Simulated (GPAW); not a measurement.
## KI: optical spectrum from first principles

Aim: the dielectric function of KI, and the optical constants that follow from it.

Calculated with GPAW 26.7.0; DFT, PBE, plane-wave PAW (GPAW data sets), scalar-relativistic, RPA, optical limit.

## (1) Set-up

It takes space group Fm-3m (No. 225, cubic). Conventional cell: a = 7.066 Å, b = 7.066 Å, c = 7.066 Å, α = 90.00°, β = 90.00°, γ = 90.00°. I has 6 K at 3.53 Å nearest. Nearest to K lie 6 I at 3.53 Å. Farther neighbours and most contacts between anions are not listed.

Structure file:

```cif
data_structure
_symmetry_space_group_name_H-M 'Fm-3m'
_symmetry_Int_Tables_number 225
_cell_length_a 7.0655
_cell_length_b 7.0655
_cell_length_c 7.0655
_cell_angle_alpha 90.000
_cell_angle_beta 90.000
_cell_angle_gamma 90.000
_cell_volume 352.73
loop_
_atom_site_label
_atom_site_type_symbol
_atom_site_symmetry_multiplicity
_atom_site_Wyckoff_symbol
_atom_site_fract_x
_atom_site_fract_y
_atom_site_fract_z
_atom_site_occupancy
I1 I 4 b 0.50000 0.00000 0.00000 1
K1 K 4 a 0.00000 0.00000 0.00000 1
```

## (2) Dielectric function, RPA

Local fields let the induced charge screen the field inside the cell, which as a rule lowers ε, most along directions where the density is uneven.

The input, df.py:

```python
from gpaw.response.df import DielectricFunction

df = DielectricFunction('full.gpw', frequencies={'type': 'nonlinear', 'domega0': 0.03, 'omega2': 8},
                        ecut=50,
                        eta=0.15,
                        nbands=49,
                        txt='df.txt')
for direction in ['x']:
    df.get_dielectric_function(xc='RPA', direction=direction, filename=f'df_{direction}.csv')
```

The run is started by

```bash
> OMP_NUM_THREADS=1 python df.py
```

Numbers of over 12 decimals in the logs are rounded to 6 here.

The program printed:

```text
Using integrator: PointIntegrator
NonLinearFrequencyDescriptor(from 0.000 to 61.537 eV, 491 points)
Nonperiodic BCs:  [False False False]
Using integrator: PointIntegrator
NonLinearFrequencyDescriptor(from 0.000 to 61.537 eV, 491 points)
Nonperiodic BCs:  [False False False]

Calculating chi0 body with:
    Ground state adapter containing:
    Number of spins: 1
    Number of kpoints: 729
    Number of irreducible kpoints: 35
    Number of completely occupied states: 8
    Number of partially occupied states: 8

    Linear response parametrization:
    q_c: [0.0, 0.0, 0.0]
    Number of frequency points: 491
    Planewave cutoff: 50.0
    Number of bands: 49
    Number of planewaves: 65
    Broadening (eta): 0.15

Integrating chi0 body.

Symmetries of q_c:
    Direct symmetries (Uq -> q): 48
    Indirect symmetries (TUq -> q): 0
In total 48 allowed symmetries.

35 groups of equivalent kpoints. 95.198903% reduction.

Integral kind: spectral function

Calculating chi0 optical extensions with:
    Ground state adapter containing:
    Number of spins: 1
    Number of kpoints: 729
    Number of irreducible kpoints: 35
    Number of completely occupied states: 8
    Number of partially occupied states: 8

    Linear response parametrization:
    Number of frequency points: 491
    Planewave cutoff: 50.0
    Number of bands: 49
    Number of planewaves: 65
    Broadening (eta): 0.15
Integrating chi0 head and wings.

Symmetries of q_c:
    Direct symmetries (Uq -> q): 48
    Indirect symmetries (TUq -> q): 0
In total 48 allowed symmetries.

35 groups of equivalent kpoints. 95.198903% reduction.

Integral kind: spectral function wings
```

Run time: 16 s. Hardware: 1 thread of Arm Neoverse V1, shared host; peak memory 0.3 GiB.

Numbers from this step:

```
electronic dielectric constant ε∞, mean over x, y and z (by symmetry where fewer were run) : 2.615
main peak of Im epsilon, first axis                                                        : 6.309 eV
```

Some rows of df_x.csv (energy; Re and Im without local fields; Re and Im with them):

```text
0.000000, 3.207583, 0.000000, 2.614720, 0.000000
0.429336, 3.215521, 0.005586, 2.620008, 0.003721
0.878195, 3.241307, 0.011784, 2.637183, 0.007848
1.347938, 3.289296, 0.019145, 2.669144, 0.012750
1.840057, 3.366751, 0.028607, 2.720736, 0.019062
2.356191, 3.486433, 0.042025, 2.800544, 0.028061
2.898142, 3.673232, 0.063886, 2.925612, 0.042962
3.467895, 3.987134, 0.110768, 3.138751, 0.076527
4.067647, 4.558844, 0.339783, 3.527049, 0.259746
4.699832, 5.151653, 0.853434, 3.808273, 0.631498
5.367152, 6.375455, 2.112708, 4.342372, 1.229244
6.072622, 3.991124, 5.550566, 3.417792, 3.327281
6.819608, 1.836193, 3.730562, 1.432878, 2.425518
7.611886, 1.746080, 5.019886, 2.000929, 2.132525
8.453705, -0.494609, 3.611726, 1.408221, 2.352154
9.349861, -1.179648, 1.810574, 0.637909, 2.737325
10.305790, 0.105302, 0.734912, -0.240418, 0.988417
11.327680, 0.233281, 0.736014, 0.154921, 0.717929
12.422601, 0.955319, 1.238757, 0.916980, 0.442296
13.598673, 0.040987, 0.773951, 0.952989, 1.043396
```

Values under the direct gap are tails of Lorentzian lines. Table of Im ε, E ∥ x by photon energy; read off at these points:

```
photon energy (eV)  Im ε, E ∥ x
              0.00            0
              0.50      0.00435
              1.00      0.00905
              1.50       0.0145
              2.00       0.0215
              2.50       0.0313
              3.00       0.0469
              3.50       0.0799
              4.00        0.234
              4.50        0.613
              5.00         1.14
              5.50         1.83
              6.00         3.22
              6.33         3.64
              6.50         3.19
              7.00         2.00
              7.50         2.14
              8.00         2.73
              8.50         2.39
              9.00         2.52
              9.50         2.80
             10.00         1.63
             10.50        0.810
             11.00         1.03
             11.50        0.574
             12.00        0.336
             12.50        0.466
             13.00        0.607
             13.50         1.02
```

Re ε, E ∥ x against photon energy:

```
photon energy (eV)  Re ε, E ∥ x
               0.0         2.61
               0.5         2.62
               1.0         2.64
               1.5         2.68
               2.0         2.74
               2.5         2.83
               3.0         2.96
               3.5         3.16
               4.0         3.47
               4.5         3.55
               5.0         3.93
               5.5         4.58
               6.0         3.66
               6.5         1.71
               7.0         1.58
               7.5         1.86
               8.0         1.51
               8.5         1.37
               9.0         1.20
               9.5        0.363
              10.0       -0.544
              10.5        0.114
              11.0        0.215
              11.5        0.253
              12.0        0.638
              12.5        0.949
              13.0         1.14
              13.5         1.10
```

The Im ε, E ∥ x has structure finer than the step of the table below, so its rows give means over 0.5 eV, whole bins alone (the curve runs from 0 to 14.0 eV). Peaks (eV: height): without local fields 6.18: 5.70, 7.73: 5.46, 13.00: 1.45; with local fields 6.33: 3.64, 7.97: 2.75, 9.48: 2.81.

Values under the direct gap are tails of Lorentzian lines. Table of Im ε, E ∥ x by photon energy; means over each step:

```
photon energy (eV)  without local fields  with local fields
               0.5               0.00655            0.00436
               1.0                0.0136            0.00908
               1.5                0.0219             0.0146
               2.0                0.0324             0.0216
               2.5                0.0471             0.0315
               3.0                0.0704             0.0476
               3.5                 0.120             0.0836
               4.0                 0.323              0.246
               4.5                 0.782              0.607
               5.0                  1.42               1.01
               5.5                  3.17               1.82
               6.0                  5.30               3.12
               6.5                  4.67               3.20
               7.0                  3.79               2.14
               7.5                  4.83               2.19
               8.0                  4.35               2.57
               8.5                  3.40               2.33
               9.0                  2.77               2.55
               9.5                  1.53               2.71
              10.0                 0.804               1.70
              10.5                 0.850              0.892
              11.0                  1.03              0.989
              11.5                 0.653              0.588
              12.0                 0.687              0.359
              12.5                  1.26              0.466
              13.0                  1.38              0.631
              13.5                 0.939              0.948
```

Table of refractive index n and extinction k by photon energy:

```
photon energy (eV)      n        k
               0.0   1.62        0
               0.5   1.62  0.00134
               1.0   1.63  0.00278
               1.5   1.64  0.00444
               2.0   1.66  0.00650
               2.5   1.68  0.00930
               3.0   1.72   0.0136
               3.5   1.78   0.0225
               4.0   1.87   0.0628
               4.5   1.89    0.162
               5.0   2.00    0.284
               5.5   2.18    0.420
               6.0   2.06    0.780
               6.5   1.63    0.976
               7.0   1.44    0.697
               7.5   1.53    0.698
               8.0   1.52    0.898
               8.5   1.44    0.832
               9.0   1.41    0.892
               9.5   1.26     1.11
              10.0  0.765     1.06
              10.5  0.683    0.594
              11.0  0.797    0.648
              11.5  0.664    0.433
              12.0  0.824    0.204
              12.5   1.00    0.233
              13.0   1.10    0.276
              13.5   1.14    0.447
```

The loss function −Im 1/ε at q → 0, E ∥ x has structure finer than the step of the table below, so its rows give means over 0.5 eV, whole bins alone (the curve runs from 0 to 14.0 eV). Peaks (eV: height): 10.45: 1.21, 11.48: 1.46.

Values under the direct gap are tails of Lorentzian lines. The loss function −Im 1/ε at q → 0, E ∥ x by energy loss; means over each step:

```
energy loss (eV)  loss function −Im 1/ε at q → 0, E ∥ x
             0.5                                 6.3e-4
             1.0                                0.00130
             1.5                                0.00202
             2.0                                0.00287
             2.5                                0.00392
             3.0                                0.00541
             3.5                                0.00828
             4.0                                 0.0197
             4.5                                 0.0442
             5.0                                 0.0621
             5.5                                 0.0804
             6.0                                  0.137
             6.5                                  0.237
             7.0                                  0.291
             7.5                                  0.255
             8.0                                  0.285
             8.5                                  0.323
             9.0                                  0.324
             9.5                                  0.360
            10.0                                  0.574
            10.5                                   1.06
            11.0                                  0.960
            11.5                                   1.37
            12.0                                  0.723
            12.5                                  0.423
            13.0                                  0.381
            13.5                                  0.470
```

Optical constants at common wavelengths, from n + ik = √ε:

```
wavelength (nm)     n      k  R (%)     1/α
           1064  1.63  0.003    5.7   26 µm
            532  1.67  0.008    6.3  5.1 µm
            450  1.70  0.011    6.7  3.2 µm
            405  1.72  0.014    7.1  2.2 µm
            365  1.76  0.020    7.6  1.5 µm
            308  1.87  0.065    9.2  376 nm
            193  1.72  1.008   18.2   15 nm
```

Below the direct gap, k and the depth come from the tails of the Lorentzian lines, not from transitions.

Rows near the edge hang on the gap, which this functional as a rule makes too small, and phonon-assisted absorption is left out.

## (3) Summary of results

| Item | Value |
| --- | --- |
| electronic dielectric constant ε∞, mean over x, y and z (by symmetry where fewer were run) (RPA) | 2.61 |
| main peak of Im epsilon, first axis | 6.31 eV |

In words: At this level (PBE, RPA) KI has ε∞ = 2.61 and n = 1.62 at 1550 nm, and Im ε peaks at 6.3 eV. Local fields change the static value along x from 3.21 to 2.61 (-18 %). Distinct maxima of Im ε, read by a parabola through the highest points, lie at 5.05 eV (1.2), 6.31 eV (3.7), 7.98 eV (2.7) and 9.50 eV (2.8). Excitons and phonon-assisted transitions are missing; PBE gaps are as a rule too small, which pulls the onset down and ε∞ up. Spin-orbit coupling is left out although heavy atoms are present. The sum runs over mesh points, so small or evenly spaced maxima can still be ripples of the mesh.

[Machine, clock and banner lines and Python warnings are left out of the logs.]

[Logs are printed without paths, hosts, clocks, repeated set-up lines and the standing remarks that a program may print on its own settings, such as how far it seeks lower states.]

[Hosts, paths, dates, database ids (printed as entryN), source tags and the programs' standing remarks are cut or masked in the printed files.]
